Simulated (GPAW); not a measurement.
## A GW chain in GPAW: MoS2 (P6_3/mmc)

Wanted: ground state, empty states, screening and self-energy for MoS2 (P6_3/mmc).

Program: GPAW 26.7.0. Level of theory: LDA and many-body steps on it, plane waves. Results are calculated unless marked as measured.

The database entry behind the starting cell differs from later determinations by our own check (about 0.3 % long), so it need not match the best structure at ambient conditions.

## 1. Starting point

It takes space group P6_3/mmc (No. 194, hexagonal). The conventional cell has a = 3.169 Å, b = 3.169 Å, c = 12.324 Å, α = 90.00°, β = 90.00°, γ = 120.00°. Nearest to Mo lie 6 S at 2.41 Å. S has 3 Mo at 2.41 Å nearest. Farther neighbours and most contacts between anions are not listed.

Structure file:

```cif
data_structure
_symmetry_space_group_name_H-M 'P6_3/mmc'
_symmetry_Int_Tables_number 194
_cell_length_a 3.1690
_cell_length_b 3.1690
_cell_length_c 12.3240
_cell_angle_alpha 90.000
_cell_angle_beta 90.000
_cell_angle_gamma 120.000
_cell_volume 107.18
loop_
_atom_site_label
_atom_site_type_symbol
_atom_site_symmetry_multiplicity
_atom_site_Wyckoff_symbol
_atom_site_fract_x
_atom_site_fract_y
_atom_site_fract_z
_atom_site_occupancy
Mo1 Mo 2 c 0.33333 0.66667 0.25000 1
S1 S 4 f 0.33333 0.66667 0.62300 1
```

The cell and positions come from the Crystallography Open Database and are kept as given unless a step says otherwise.

## 2. Ground state

This step: GPAW 26.7.0; DFT, LDA, plane waves, PAW.

The ground-state density comes first.

run.py reads:

```python
import json
import numpy as np
from gpaw.mpi import world
from ase import Atoms
from gpaw import GPAW, PW, FermiDirac

atoms = Atoms(['Mo', 'Mo', 'S', 'S', 'S', 'S'],
    cell=[[3.1690000000, 0.0000000000, 0.0000000000],
      [-1.5845000000, 2.7444345046, 0.0000000000],
      [0.0000000000, 0.0000000000, 12.3240000000]],
    scaled_positions=[[0.3333333333, 0.6666666667, 0.2500000000],
      [0.6666666667, 0.3333333333, 0.7500000000],
      [0.3333333333, 0.6666666667, 0.6230000000],
      [0.6666666667, 0.3333333333, 0.1230000000],
      [0.3333333333, 0.6666666667, 0.8770000000],
      [0.6666666667, 0.3333333333, 0.3770000000]],
    pbc=(True, True, True))
calc = GPAW(mode=PW(450),
    xc='LDA',
    kpts={'size': (9, 9, 2), 'gamma': True},
    occupations=FermiDirac(0.001),
    nbands=-9,
    convergence={'density': 1e-6, 'bands': -3},
    maxiter=100,
    txt='gs.txt')
atoms.calc = calc
res = {'energy': atoms.get_potential_energy()}
kpts = calc.get_ibz_k_points()
res['kpts'] = kpts
res['eigenvalues'] = [calc.get_eigenvalues(kpt=k) for k in range(len(kpts))]
res['n_electrons'] = calc.get_number_of_electrons()
calc.write('gs.gpw')

if world.rank == 0:
    with open('result.json', 'w') as f:
        json.dump(res, f, default=lambda x: x.tolist())
```

Launch:

```sh
$ mpirun -n 4 gpaw python run.py
```

Numbers of over 12 decimals in the logs are rounded to 6 here.

Log:

```text
__  _  _
 | _ |_)|_||  |
 |__||  | ||/\| - 26.7.0

Input parameters:
  mode=PW(ecut=450.000000),
  convergence={'density': 1e-06, 'bands': -3},
  kpts=MonkhorstPack(size=(9, 9, 2), gamma=True),
  maxiter=100,
  nbands=-9,
  occupations=Occupations(name='fermi-dirac', width=0.001, fixmagmom=False),
  xc=XC(name='LDA')
  [... matrices ...]
Diagonalizing LCAO Hamiltonian
Converting LCAO to pw mode

        S

           Mo
        S

           S
        Mo

           S

Atoms  # Å, Bohr magnetons
|   | symbol |         x |        y |         z |    initial magnetic moments |
| 0 |     Mo | -0.000000 | 1.829623 |  3.081000 | ( 0.0000,  0.0000,  0.0000) |
| 1 |     Mo |  1.584500 | 0.914812 |  9.243000 | ( 0.0000,  0.0000,  0.0000) |
| 2 |      S | -0.000000 | 1.829623 |  7.677852 | ( 0.0000,  0.0000,  0.0000) |
| 3 |      S |  1.584500 | 0.914812 |  1.515852 | ( 0.0000,  0.0000,  0.0000) |
| 4 |      S | -0.000000 | 1.829623 | 10.808148 | ( 0.0000,  0.0000,  0.0000) |
| 5 |      S |  1.584500 | 0.914812 |  4.646148 | ( 0.0000,  0.0000,  0.0000) |

Unit cell  # Å
| periodic |         x |        y |         z |   lengths |     angles |
|      yes |  3.169000 | 0.000000 |  0.000000 |  3.169000 |  90.000000 |
|      yes | -1.584500 | 2.744435 |  0.000000 |  3.169000 |  90.000000 |
|      yes |  0.000000 | 0.000000 | 12.324000 | 12.324000 | 120.000000 |

Number of symmetries: 12
Symmetry operations  # r_c * U_cc + t_c -> r_c
|    | kind |            matrix            |
|  0 |  σ   |  1, 1, 0,  0,-1, 0,  0, 0, 1 |
|  1 |  S6  |  1, 1, 0, -1, 0, 0,  0, 0,-1 |
|  2 |  E   |  1, 0, 0,  0, 1, 0,  0, 0, 1 |
|  3 |  C2  |  1, 0, 0, -1,-1, 0,  0, 0,-1 |
|  4 |  C2  |  0, 1, 0,  1, 0, 0,  0, 0,-1 |
|  5 |  C3  |  0, 1, 0, -1,-1, 0,  0, 0, 1 |
|  6 |  S6  |  0,-1, 0,  1, 1, 0,  0, 0,-1 |
|  7 |  σ   |  0,-1, 0, -1, 0, 0,  0, 0, 1 |
|  8 |  σ   | -1, 0, 0,  1, 1, 0,  0, 0, 1 |
|  9 |  i   | -1, 0, 0,  0,-1, 0,  0, 0,-1 |
| 10 |  C3  | -1,-1, 0,  1, 0, 0,  0, 0, 1 |
| 11 |  C2  | -1,-1, 0,  0, 1, 0,  0, 0,-1 |

BZ-sampling:
  Number of BZ points: 162
  Number of IBZ points: 24

  Monkhorst-Pack size: [9, 9, 2]
  Monkhorst-Pack shift: [0.0, 0.0, 0.25]

K-points  # in reciprocal-cell coordinates
|     |                                coordinates |     weight |
|   0 | (  0.00000000,   0.00000000,   0.00000000) | 0.00617284 |
|   1 | (  0.00000000,   0.00000000,   0.50000000) | 0.00617284 |
|   2 | (  0.11111111,   0.00000000,   0.00000000) | 0.03703704 |
|   3 | (  0.11111111,   0.00000000,   0.50000000) | 0.03703704 |
|   4 | (  0.22222222,  -0.11111111,   0.00000000) | 0.03703704 |
|   5 | (  0.22222222,  -0.11111111,   0.50000000) | 0.03703704 |
|   6 | (  0.22222222,   0.00000000,   0.00000000) | 0.03703704 |
|   7 | (  0.22222222,   0.00000000,   0.50000000) | 0.03703704 |
|   8 | (  0.33333333,  -0.11111111,   0.00000000) | 0.07407407 |
|   9 | (  0.33333333,  -0.11111111,   0.50000000) | 0.07407407 |
| ... |                                            |            |
|  23 | (  0.44444444,   0.44444444,   0.50000000) | 0.03703704 |

Plane wave coefficients: 2382
Cutoff: 450.000000 eV

Spin-components: 1 (collinear spins)
Bands:           35
Projectors:      32
Spin-degeneracy: 2
Datatype:        complex128

  Storage: CPU
  Wave functions: 31_543_680 bytes (7_885_920 per core)
  Projectors: 23_432_448 bytes (5_858_112 per core)
  [... matrices ...]
Parallelization:
  kpt:    4
  domain: 1
  band:   1

Density:
  Valence electrons: 52.0
  Components: 1
  Grid points: [16 16 63]
  Charge: 0.0  # |e|

Potential:
  Grid points: [16 16 63]

species:
  Mo:
    name:    Molybdenum
    Z:       42.0
    valence: 14
    core:    28
    charge:  0.0  # [|e|]
    compensation charges:
      type: gauss
      rc: 0.38  # [Å]
      lmax: 2
    cutoffs:
      filter: 2.16  # [Å]
      core: 1.42  # [Å]
    projectors
    | kind |    occ | energy [eV] | rcut [Å] |
    |   4s |  2.000 |     -64.384 |    1.238 |
    |   5s |  1.000 |      -4.319 |    1.238 |
    |   4p |  6.000 |     -38.595 |    1.296 |
    |   5p |  0.000 |      -1.161 |    1.296 |
    |   4d |  5.000 |      -3.933 |    1.296 |
    |    d |        |      23.278 |    1.296 |

    Using partial waves for Mo as LCAO basis

  S:
    name:    Sulfur
    Z:       16.0
    valence: 6
    core:    10
    charge:  0.0  # [|e|]
    compensation charges:
      type: gauss
      rc: 0.24  # [Å]
      lmax: 2
    cutoffs:
      filter: 1.77  # [Å]
      core: 1.66  # [Å]
    projectors
    | kind |    occ | energy [eV] | rcut [Å] |
    |   3s |  2.000 |     -17.278 |    0.974 |
    |   3p |  4.000 |      -7.106 |    0.979 |
    |    s |        |       9.933 |    0.974 |
    |    p |        |      20.105 |    0.979 |
    |    d |        |       0.000 |    0.900 |

    Using partial waves for S as LCAO basis

Reference energy: -263337.961849  # eV

eigensolver:
  PPCG
  Converge bands: -3
  niter=2

density mixing:
  MSR1-Mixer
  Pratt-step length: 0.05
  Maximum mixing coefficient: 0.75
  Old densities: 10
  SVD Regularization: 0.005
  Good broyden scale: 1.0
  Trust region scale: 1.0
  Backstep threshold: 4.0
  History deletion threshold: 6.0
  Fourier metric: weight=20.0, sigma=0.015

occupation numbers:
  Fermi-Dirac:
    width: 0.0010  # eV

poisson solver:
  ecut: 3600.000000  # eV

xc functional:
  name: None

Initialization done in: 1.208 s

convergence criteria:
- Maximum integral of absolute [dens]ity change: 1e-06 electrons / valence electron
- Maximum [total energy] change in last 3 cyles: 0.0005 eV / valence electron
- Maximum integral of absolute [eigenst]ate change: 4e-08 eV^2 / valence electron
maximum number of iterations: 100

SCF iterations
|iter     |     time |      energy | eigst |  dens |
|iter:   1|  |  -52.812625 | +0.70 |       |
|iter:   2|  |  -51.820051 | -0.86 | -0.99 |
|iter:   3|  |  -49.742256 | -0.78 | -1.06 |
|iter:   4|  |  -49.619046 | -1.61 | -1.48 |
|iter:   5|  |  -49.614209 | -2.45 | -1.84 |
|iter:   6|  |  -49.623876c| -2.18 | -2.25 |
|iter:   7|  |  -49.604954c| -2.40 | -2.27 |
|iter:   8|  |  -49.604956c| -4.12 | -3.12 |
|iter:   9|  |  -49.604956c| -5.65 | -3.53 |
|iter:  10|  |  -49.604956c| -6.77 | -4.29 |
|iter:  11|  |  -49.604956c| -7.48c| -4.80 |
|iter:  12|  |  -49.604956c| -8.12c| -5.39 |
|iter:  13|  |  -49.604956c| -8.62c| -6.22c|

Converged in 13 steps
SCF loop duration: 8.021 s (0.617 s/step)
Energy contributions relative to reference atoms: (reference = -263337.961849)
  [... matrices ...]
Energy contributions:
  Kinetic:          -7.858439
  Coulomb:          -4.887960
  Zero:             -0.332906
  External:          0.000000
  Xc:              -36.525651
  Entropy:          -0.000000
  Spinorbit:         0.000000
  ----------------------------
  Free energy:     -49.604956
  Extrapolated:    -49.604956

dipole moment: (0.000001, 0.000002, 0.000007)  # |e|*Ang

Fermi level: 8.782
Eigenvalues  # (at kpt = [0.000, 0.000, 0.000])
| band index |      eig [eV] | occ [0-2] |
|          0 |       -53.474 |     2.000 |
|        ... |               |           |
|         18 |         4.693 |     2.000 |
|         19 |         5.777 |     2.000 |
|         20 |         5.777 |     2.000 |
|         21 |         5.824 |     2.000 |
|         22 |         5.824 |     2.000 |
|         23 |         6.750 |     2.000 |
|         24 |         6.787 |     2.000 |
|         25 |         7.947 |     2.000 |
|         26 |        10.024 |     0.000 |
[...]
|         30 |        10.200 |     0.000 |
|         31 |        10.200 |     0.000 |
|         32 |        10.375 |     0.000 |
|         33 |        10.375 |     0.000 |
|         34 |        13.372 |     0.000 |

Gap: 0.887 eV
Transition (v -> c):
  (s=0, k=0, n=25, [0.00, 0.00, 0.00]) -> (s=0, k=8, n=26, [0.33, -0.11, 0.00])
Direct/indirect transitions are different
Direct gap: 1.636 eV
Transition at: (s=0, k=12, n=25, [0.33, 0.33, 0.00])
# Writing to gs.gpw (mode='')
  [... matrices ...]
```

Wall time 11 s (4 MPI ranks of Arm Neoverse V2, shared host); peak memory 0.74 GiB; 42 s of CPU time.

Numbers from this step:

* total energy: -49.60 eV
* gap: 0.8869 eV
* k of the valence top: 0, 0, 0
* k of the conduction bottom: 0.3333, -0.1111, 0
* least direct gap: 1.636 eV

The gap is indirect, with the least direct gap 0.75 eV higher.

## 3. Bands along the symmetry lines

Levels along a band path, at the cheap level, show where the edges lie and whether the meshes to come will hold them.

run.py reads:

```python
import json
import numpy as np
from gpaw.mpi import world
from gpaw import GPAW

path = [[0.000000, 0.000000, 0.000000],
    [0.062500, 0.000000, 0.000000],
    [0.125000, 0.000000, 0.000000],
    [0.187500, 0.000000, 0.000000],
    [0.250000, 0.000000, 0.000000],
    [0.312500, 0.000000, 0.000000],
    [0.375000, 0.000000, 0.000000],
    [0.437500, 0.000000, 0.000000],
    [0.500000, 0.000000, 0.000000],
    [0.479167, 0.041667, 0.000000],
    [0.458333, 0.083333, 0.000000],
    [0.437500, 0.125000, 0.000000],
    [0.416667, 0.166667, 0.000000],
    [0.395833, 0.208333, 0.000000],
    [0.375000, 0.250000, 0.000000],
    [0.354167, 0.291667, 0.000000],
    [0.333333, 0.333333, 0.000000],
    [0.291667, 0.291667, 0.000000],
    [0.250000, 0.250000, 0.000000],
    [0.208333, 0.208333, 0.000000],
    [0.166667, 0.166667, 0.000000],
    [0.125000, 0.125000, 0.000000],
    [0.083333, 0.083333, 0.000000],
    [0.041667, 0.041667, 0.000000],
    [0.000000, 0.000000, 0.000000],
    [0.000000, 0.000000, 0.062500],
    [0.000000, 0.000000, 0.125000],
    [0.000000, 0.000000, 0.187500],
    [0.000000, 0.000000, 0.250000],
    [0.000000, 0.000000, 0.312500],
    [0.000000, 0.000000, 0.375000],
    [0.000000, 0.000000, 0.437500],
    [0.000000, 0.000000, 0.500000],
    [0.062500, 0.000000, 0.500000],
    [0.125000, 0.000000, 0.500000],
    [0.187500, 0.000000, 0.500000],
    [0.250000, 0.000000, 0.500000],
    [0.312500, 0.000000, 0.500000],
    [0.375000, 0.000000, 0.500000],
    [0.437500, 0.000000, 0.500000],
    [0.500000, 0.000000, 0.500000],
    [0.479167, 0.041667, 0.500000],
    [0.458333, 0.083333, 0.500000],
    [0.437500, 0.125000, 0.500000],
    [0.416667, 0.166667, 0.500000],
    [0.395833, 0.208333, 0.500000],
    [0.375000, 0.250000, 0.500000],
    [0.354167, 0.291667, 0.500000],
    [0.333333, 0.333333, 0.500000],
    [0.291667, 0.291667, 0.500000],
    [0.250000, 0.250000, 0.500000],
    [0.208333, 0.208333, 0.500000],
    [0.166667, 0.166667, 0.500000],
    [0.125000, 0.125000, 0.500000],
    [0.083333, 0.083333, 0.500000],
    [0.041667, 0.041667, 0.500000],
    [0.000000, 0.000000, 0.500000],
    [0.500000, 0.000000, 0.500000],
    [0.500000, 0.000000, 0.437500],
    [0.500000, 0.000000, 0.375000],
    [0.500000, 0.000000, 0.312500],
    [0.500000, 0.000000, 0.250000],
    [0.500000, 0.000000, 0.187500],
    [0.500000, 0.000000, 0.125000],
    [0.500000, 0.000000, 0.062500],
    [0.500000, 0.000000, 0.000000],
    [0.333333, 0.333333, 0.500000],
    [0.333333, 0.333333, 0.437500],
    [0.333333, 0.333333, 0.375000],
    [0.333333, 0.333333, 0.312500],
    [0.333333, 0.333333, 0.250000],
    [0.333333, 0.333333, 0.187500],
    [0.333333, 0.333333, 0.125000],
    [0.333333, 0.333333, 0.062500],
    [0.333333, 0.333333, 0.000000]]
calc = GPAW('gs.gpw').fixed_density(kpts=path,
    symmetry='off',
    nbands=36,
    convergence={'bands': 32},
    txt='bands.txt')
res = {}
kpts = calc.get_ibz_k_points()
res['kpts'] = kpts
res['eigenvalues'] = [calc.get_eigenvalues(kpt=k) for k in range(len(kpts))]
res['n_electrons'] = calc.get_number_of_electrons()

if world.rank == 0:
    with open('result.json', 'w') as f:
        json.dump(res, f, default=lambda x: x.tolist())
```

Launch:

```sh
$ mpirun -n 4 gpaw python run.py
```

Log:

```text
Diagonalizing LCAO Hamiltonian
Converting LCAO to pw mode
convergence criteria:
- Maximum integral of absolute [eigenst]ate change: 4e-08 eV^2 / valence electron
maximum number of iterations: 100

SCF iterations
|iter     |     time |      energy | eigst |  dens |
|iter:   1|  |             | +0.54 |       |
|iter:   2|  |             | -0.79 |       |
|iter:   3|  |             | -1.87 |       |
[...]
|iter:   9|  |             | -6.56 |       |
|iter:  10|  |             | -7.17 |       |
|iter:  11|  |             | -7.82c|       |
SCF steps: 11
  __  _  _
 | _ |_)|_||  |
 |__||  | ||/\| - 26.7.0

Input parameters:
  mode=PW(ecut=450.000000),
  convergence={'bands': 32},
  gpts=array([16, 16, 63]),
  kpts=KPoints(kpts=array([[0.      , 0.      , 0.      ],
         [0.0625  , 0.      , 0.      ],
         [0.125   , 0.      , 0.      ],
         [0.1875  , 0.      , 0.      ],
[...]
[0.479167, 0.041667, 0.      ],
         [0.458333, 0.083333, 0.      ],
[...]
[0.416667, 0.166667, 0.      ],
[...]
[0.5     , 0.      , 0.0625  ],
         [0.5     , 0.      , 0.      ],
[...]
[0.333333, 0.333333, 0.125   ],
         [0.333333, 0.333333, 0.0625  ],
         [0.333333, 0.333333, 0.      ]])),
  maxiter=100,
  nbands=36,
  occupations=Occupations(name='fermi-dirac', width=0.001, fixmagmom=False),
  parallel={},
  symmetry=Symmetry(point_group=False, time_reversal=False),
  xc=XC(name='LDA')
```

Run time: 24 s. Hardware: 4 MPI ranks; peak memory 0.89 GiB; 94 s of CPU time.

This step gave:

| Quantity | Value |
| --- | --- |
| gap | 0.8093 eV |
| k of the valence top | 0, 0, 0 |
| k of the conduction bottom | 0.1667, 0.1667, 0 |
| least direct gap | 1.636 eV |

The gap is 0.809 eV, −0.078 eV from the run before at this level.

Electronic bands along the path, in eV, zero at the top of the highest filled band:

```csv
point,band 23,band 24,band 25,band 26,band 27,band 28,band 29,band 30
Γ,-2.12,-1.20,-1.16,0.00,2.08,2.08,2.11,2.11
halfway,-2.31,-1.58,-1.51,-1.38,1.14,1.57,1.78,1.99
M,-1.72,-1.52,-1.42,-1.29,1.55,1.60,1.93,2.21
halfway,-2.76,-2.32,-1.12,-0.92,1.40,1.51,2.23,2.32
K,-2.66,-2.66,-0.80,-0.63,1.01,1.01,1.73,2.78
halfway,-1.79,-1.56,-1.50,-1.47,0.81,1.59,1.67,1.72
Γ,-2.12,-1.20,-1.16,0.00,2.08,2.08,2.11,2.11
halfway,-2.13,-1.86,-0.64,-0.06,2.08,2.08,2.10,2.10
A,-2.15,-2.15,-0.27,-0.27,2.08,2.08,2.08,2.08
halfway,-2.05,-2.05,-1.39,-1.39,1.49,1.49,1.66,1.66
L,-1.62,-1.62,-1.34,-1.34,1.57,1.57,2.08,2.08
halfway,-2.58,-2.58,-1.01,-1.01,1.46,1.46,2.27,2.27
H,-2.84,-2.84,-0.73,-0.73,1.01,1.01,2.22,2.22
halfway,-1.74,-1.74,-1.48,-1.48,1.15,1.15,1.77,1.77
A,-2.15,-2.15,-0.27,-0.27,2.08,2.08,2.08,2.08
jump to L,-1.62,-1.62,-1.34,-1.34,1.57,1.57,2.08,2.08
halfway,-1.69,-1.55,-1.39,-1.30,1.56,1.59,1.98,2.17
M,-1.72,-1.52,-1.42,-1.29,1.55,1.60,1.93,2.21
jump to H,-2.84,-2.84,-0.73,-0.73,1.01,1.01,2.22,2.22
halfway,-2.74,-2.74,-0.78,-0.66,1.01,1.01,1.87,2.62
K,-2.66,-2.66,-0.80,-0.63,1.01,1.01,1.73,2.78
```

## 4. Empty states on the mesh, 6×6×2 mesh, 253 bands

The sums over transitions need many empty states on a uniform mesh; this step solves for them.

run.py reads:

```python
import json
import numpy as np
from gpaw.mpi import world
from gpaw import GPAW

calc = GPAW('gs.gpw').fixed_density(kpts={'size': (6, 6, 2), 'gamma': True},
    parallel={'domain': 1, 'band': 1},
    txt='nscf.txt')
calc.diagonalize_full_hamiltonian(nbands=253)
calc.write('full.gpw', mode='all')
res = {}
kpts = calc.get_ibz_k_points()
res['kpts'] = kpts
res['eigenvalues'] = [calc.get_eigenvalues(kpt=k) for k in range(len(kpts))]
res['n_electrons'] = calc.get_number_of_electrons()

if world.rank == 0:
    with open('result.json', 'w') as f:
        json.dump(res, f, default=lambda x: x.tolist())
```

Launch:

```sh
$ mpirun -n 4 gpaw python run.py
```

Log:

```text
Diagonalizing LCAO Hamiltonian
Converting LCAO to pw mode
convergence criteria:
- Maximum integral of absolute [eigenst]ate change: 4e-08 eV^2 / valence electron
maximum number of iterations: 100

SCF iterations
|iter     |     time |      energy | eigst |  dens |
|iter:   1|  |             | +0.56 |       |
|iter:   2|  |             | -0.80 |       |
|iter:   3|  |             | -1.84 |       |
[...]
|iter:   9|  |             | -6.50 |       |
|iter:  10|  |             | -7.04 |       |
|iter:  11|  |             | -7.65c|       |
SCF steps: 11
  __  _  _
 | _ |_)|_||  |
 |__||  | ||/\| - 26.7.0

Input parameters:
  mode=PW(ecut=450.000000),
  convergence={'density': 1e-06, 'bands': -3},
  gpts=array([16, 16, 63]),
  kpts=MonkhorstPack(size=(6, 6, 2), gamma=True),
  maxiter=100,
  nbands=35,
  occupations=Occupations(name='fermi-dirac', width=0.001, fixmagmom=False),
  parallel={'domain': 1, 'band': 1},
  xc=XC(name='LDA')
Matrix size: 2382x2382
# Writing to full.gpw (mode='all')
  [... matrices ...]

timing:  # [seconds]
  Total: 40.412  # ━━━━━━━━━━━━━━━━━━━━━━━━━━━━━━━━━━━━━━━━━━━━━━━━━━━━━━━━━━
```

Elapsed: 48 s, on 4 MPI ranks; peak memory 2.6 GiB.

Numbers from this step:

```yaml
gap: 0.8093 eV
k_of_the_valence_top: 0, 0, 0
k_of_the_conduction_bottom: 0.3333, -0.1667, 0
least_direct_gap: 1.636 eV
k_points_computed: 14
lowest_point_of_the_top_converged_band_above_the_valence_top: 81.4842 eV
```

On this mesh the gap is 0.809 eV.

(Part 1 of 2 ends here.)

[Paths, hosts, dates, memory and timing lines, banners, echoed tables and standing remarks are left out of the program output.]

[Logs are printed without paths, hosts, clocks, repeated set-up lines and the standing remarks that a program may print on its own settings, such as how far it seeks lower states.]

[Runs of the session that timed out or met a known fault of the program may be left out.]

[Hosts, paths, dates, database ids (printed as entryN), source tags and the programs' standing remarks are cut or masked in the printed files.]
